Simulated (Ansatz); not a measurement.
**SiO2 (P3_121): refractive index against wavelength**

The refractive index of SiO2 (P3_121) along x below the direct gap (6.31 eV on the mesh) is read from one computed spectrum, n = √(Re ε). x, y and z are the Cartesian axes of the input cell.

The structure is trigonal, space group P3_121 (No. 152). Conventional cell: a = 4.916 Å, b = 4.916 Å, c = 5.409 Å, α = 90.00°, β = 90.00°, γ = 120.00°. Si on site a is surrounded by 4 O at 1.61 Å. Around O on site c lie 2 Si at 1.61 Å.

Method: Ansatz 0.2.0, PBE, independent particles, k-mesh 6×6×4 with interpolation inside its cells, Gaussian parameter 0.15 eV.

Launch of the response step: `ansatz run input.yaml --threads 4 --pin off --max-ram 8192MiB --backend cpu --events-out ev --progress --plain --runs-dir out`. The run took 45 s, on 4 threads of Arm Neoverse V1 (shared host).

```
wavelength (nm)  photon energy E (eV)       n
            700                 1.771  1.6096
            633                 1.959  1.6118
            532                 2.331  1.6168
            450                 2.755  1.6239
            405                 3.061  1.6299
            365                 3.397  1.6375
            308                 4.025       ?
```

In the single-oscillator model n² − 1 = E₀E_d/(E₀² − E²), so 1/(n² − 1) = E₀/E_d − E²/(E₀E_d) is linear in E².

Working, on the rows shown:

| x = E² (eV²) | y = 1/(n² − 1) |
| --- | --- |
| 3.13716 | 0.62861 |
| 3.83641 | 0.625822 |
| 5.43137 | 0.619562 |
| 7.59115 | 0.610854 |
| 9.37179 | 0.603655 |
| 11.5384 | 0.59474 |

Means: x̄ = 6.8177, ȳ = 0.61387. Σ(x − x̄)(y − ȳ) = -0.2165, Σ(x − x̄)² = 53.76. Slope = -0.2165 / 53.76 = -0.004027; intercept = ȳ − slope · x̄ = 0.64133. Turned back into n, the line misses the rows shown by at most 0.00011.

Problem. What does the fit predict for the withheld row, and how well does it do?

Solution. At x = 16.204 the line gives y = 0.57607, that is 1.6541. The run gave 1.6548, so the extrapolation is off by 0.00075, 1.7 % of the range in the table.

Refitted with all rows, the slope is -0.004078 and the intercept 0.64163. These give E₀ = √(intercept/−slope) = 12.54 eV and E_d = E₀/intercept = 19.5 eV; E₀ is 2.0 times the direct gap. The electronic limit at long wavelengths, without lattice vibrations, is n = √(1 + 1/intercept) = 1.600. Excitons are left out and so are local fields; PBE gaps are as a rule too small.

[Logs are printed without paths, hosts, clocks, repeated set-up lines and the standing remarks that a program may print on its own settings, such as how far it seeks lower states.]
